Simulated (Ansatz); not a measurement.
# WS2 monolayer (2H): modes against uniaxial strain along the armchair direction, normal to a, with the width clamped, part 2 of 2

Wanted: the shifts of the zone-centre modes of WS2 monolayer (2H) with strain.

Ansatz 0.2.0; DFT PBEsol, scalar-relativistic, plane waves, PAW; PAW set soft_1.

So far, highest optical mode at the zone centre (no LO-TO term) (cm⁻¹): step 4 (zone-centre response at rest) 438; step 6 (strain 5 %) 425.

## Step 7: A member of the series: uniaxial strain of -3 % along the armchair direction, normal to a, with the width clamped

The cell takes a uniaxial strain of -3 % along the armchair direction, normal to a, with the width clamped. The cell is held, and the atoms relax in it.

The input, input.yaml:

```yaml
crystal:
  lattice:
    - [3.1458467052, 0.0, 0.0]
    - [-1.5729233526, 2.6426516682, 0.0]
    - [0.0, 0.0, 30.0]
  atoms:
    - { symbol: W, position: [0.3324625348, 0.6649250696, 0.3333333333] }
    - { symbol: S, position: [0.667102066, 0.3342041319, 0.3859486618] }
    - { symbol: S, position: [0.667102066, 0.3342041319, 0.2807180048] }
  periodic: [true, true, false]
kpoints:
  mp_grid: { grid: [12, 12, 1] }
hamiltonian:
  xc: pbesol
  pseudopotentials: { kind: paw, azcp: { folder: soft_1 }, xc_functional: pbe }
scf:
  occupations: { method: fixed }
output:
  forces: true
  stress: true
  eigenvalues: true
relax:
  adjacent_minimum: "off"
  f_tol: 0.001
  max_steps: 60
```

The run is started by

```console
> ansatz run input.yaml --threads 4 --pin off --max-ram 16384MiB --backend cpu --events-out ev --progress --plain --runs-dir out
```

Run time: 28 s. Hardware: 4 threads of Arm Neoverse V2, shared host; peak memory 0.59 GiB; 1.8 min of CPU time.

Relaxation path:

| step | energy less that of the first step (eV) | largest force component (eV/Å) |
| --- | --- | --- |
| 1 | 0.0000 | 0.1234 |
| 2 | -0.0008 | 0.0512 |
| 3 | -0.0009 | 0.0020 |
| 4 | -0.0009 | 0.0020 |
| 5 | -0.0009 | 0.0011 |
| 6 | -0.0009 | 0.0000 |

The run keeps the 4 symmetry operations that it works with, so distortions that break them were not tested.

Final coordinates:

```cif
data_structure
_symmetry_space_group_name_H-M 'P 1'
_symmetry_Int_Tables_number 1
_cell_length_a 3.1458
_cell_length_b 3.0753
_cell_length_c 30.0000
_cell_angle_alpha 90.000
_cell_angle_beta 90.000
_cell_angle_gamma 120.761
_cell_volume 249.40
loop_
_atom_site_label
_atom_site_type_symbol
_atom_site_fract_x
_atom_site_fract_y
_atom_site_fract_z
_atom_site_occupancy
W1 W 0.33198 0.66397 0.33333 1
S2 S 0.66734 0.33468 0.38614 1
S3 S 0.66734 0.33468 0.28052 1
```

Numbers from this step:

```
gap on the k-mesh : 1.914 eV
area per atom     : 2.771 Å²
```

The largest force component left is 0.0060 meV/Å.

## Step 8: Modes of this member: uniaxial strain of -3 % along the armchair direction, normal to a, with the width clamped

The zone-centre modes follow for uniaxial strain of -3 % along the armchair direction, normal to a, with the width clamped.

input.yaml, the sections that differ from step 7:

```yaml
crystal:
  lattice:
    - [3.1458467052, 0.0, 0.0]
    - [-1.5729233526, 2.6426516682, 0.0]
    - [0.0, 0.0, 30.0]
  atoms:
    - { symbol: W, position: [0.3319844028, 0.6639688057, 0.3333333333] }
    - { symbol: S, position: [0.6673411319, 0.3346822639, 0.3861432848] }
    - { symbol: S, position: [0.6673411319, 0.3346822639, 0.2805233819] }
  periodic: [true, true, false]
output:
  eigenvalues: true
phonons:
  method: dfpt
# kpoints, hamiltonian, scf: as in step 7
# relax: removed
```

It took 35 s on 4 threads; peak memory 1 GiB.

This step gave:

- sum-rule residual before enforcement: 6.87e-5 eV/Å²
- highest optical mode at the zone centre (no LO-TO term): 444.7 cm⁻¹
- lowest optical zone-centre mode: 296.1 cm⁻¹

Without the LO-TO term. Patterns of degenerate modes are one choice out of their space. The modes at Γ (shares of kinetic energy by element, %):

| mode | frequency (cm⁻¹) | symmetry | W % | S % |
| --- | --- | --- | --- | --- |
| 1 | 0.0 | acoustic | 74 | 26 |
| 2 | 0.0 | acoustic | 74 | 26 |
| 3 | 0.0 | acoustic | 74 | 26 |
| 4 | 296.1 | A2 | 0 | 100 |
| 5 | 300.3 | B1 | 0 | 100 |
| 6 | 356.9 | B2 | 26 | 74 |
| 7 | 363.5 | A1 | 26 | 74 |
| 8 | 419.0 | A1 | 0 | 100 |
| 9 | 444.7 | B1 | 26 | 74 |

The lowest optical mode is real, 296 cm⁻¹, and the highest lies at 444.7 cm⁻¹.

## Step 9: All members side by side

The members are set side by side, also those not shown above.

Energies are extrapolated to zero smearing, and E0 is that at rest; the cell is clamped and the atoms are relaxed. State of the crystal along the series:

| strain (%) | E - E0 (meV/atom) | gap on mesh (eV) |
| --- | --- | --- |
| -3 | 13.26 | 1.914 |
| -2 | 5.763 | 1.952 |
| -1 | 1.411 | 1.988 |
| 0 | 0 | 1.937 |
| 1 | 1.35 | 1.864 |
| 2 | 5.274 | 1.784 |
| 3 | 11.61 | 1.653 |
| 4 | 20.19 | 1.528 |
| 5 | 30.88 | 1.409 |

Optical modes are counted from below at rest and tracked from member to member by their patterns, and modes that stay within 0.3 cm⁻¹ of each other stand once; labels, where given, are those at rest, then, where named, those of the strained cell; the cell is clamped and the atoms are relaxed. Optical modes along the series:

| strain (%) | optical mode 1 E'' single part (cm⁻¹) | optical mode 2 E'' to A2 single part (cm⁻¹) | optical mode 3 E' to A1 single part (cm⁻¹) | optical mode 4 E' single part (cm⁻¹) | optical mode 5 A1' to A1 (cm⁻¹) | optical mode 6 A2'' (cm⁻¹) |
| --- | --- | --- | --- | --- | --- | --- |
| -3 | 300.3 | 296.1 | 363.5 | 356.9 | 419 | 444.7 |
| -2 | 298.8 | 295.9 | 361.2 | 356.6 | 418 | 442.5 |
| -1 | 297.2 | 295.6 | 358.5 | 356.2 | 417.1 | 440.2 |
| 0 | 295.3 | 295.3 | 355.6 | 355.6 | 416.2 | 437.9 |
| 1 | 293.2 | 294.9 | 352.4 | 354.8 | 415.5 | 435.5 |
| 2 | 290.9 | 294.4 | 348.9 | 354 | 414.8 | 433.1 |
| 3 | 288.4 | 293.9 | 345.3 | 352.9 | 414.2 | 430.6 |
| 4 | 285.6 | 293.3 | 341.4 | 351.8 | 413.6 | 428 |
| 5 | 282.5 | 292.6 | 337.3 | 350.4 | 413.1 | 425.4 |

Value and slope at zero strain of a cubic (a lower polynomial where under five rows exist) through the rows within 2 % of rest. Slopes at rest:

| mode | frequency (cm⁻¹) | shift per percent of strain (cm⁻¹) |
| --- | --- | --- |
| optical mode 1 E'' single part | 295.3 | -1.97 |
| optical mode 2 E'' to A2 single part | 295.3 | -0.37 |
| optical mode 3 E' to A1 single part | 355.6 | -3.08 |
| optical mode 4 E' single part | 355.6 | -0.66 |
| optical mode 5 A1' to A1 | 416.2 | -0.8 |
| optical mode 6 A2'' | 437.9 | -2.35 |

## Step 10: Outcome

- members: 9
- highest optical mode at the zone centre (no LO-TO term), at rest: 437.9 cm⁻¹
- optical mode 3 E' to A1 single part, shift per percent: -3.08 cm⁻¹
- optical mode 4 E' single part, shift per percent: -0.66 cm⁻¹
- optical mode 5 A1' to A1, shift per percent: -0.80 cm⁻¹
- optical mode 6 A2'', shift per percent: -2.35 cm⁻¹

In words: The strain lowers the symmetry: the level at 355.6 cm⁻¹ splits, into 337.3 and 350.4 cm⁻¹ at +5 %. The fastest shift in the table of slopes is -3.1 cm⁻¹ for each percent (optical mode 3 E' to A1 single part). The width is clamped, so the contraction across the strain that a free sheet shows is left out. These are harmonic frequencies at zero temperature: anharmonic shifts, linewidths and thermal expansion are left out. Spin-orbit coupling is left out, which can matter for the heavy elements here. The starting cell was built on a prototype and not taken from a measurement. The PAW files were made for PBE; the program adapts parts of them to the functional of the run, but their partial waves stay those of PBE, an approximation that was not tested in this session. Only the zone centre was solved, so an instability at another wavevector cannot show here. In a sheet the LO-TO splitting vanishes at the zone centre, so no such term is missing here.

[Logs are printed without paths, hosts, clocks, repeated set-up lines and the standing remarks that a program may print on its own settings, such as how far it seeks lower states.]

[Hosts, paths, dates, database ids (printed as entryN), source tags and the programs' standing remarks are cut or masked in the printed files.]
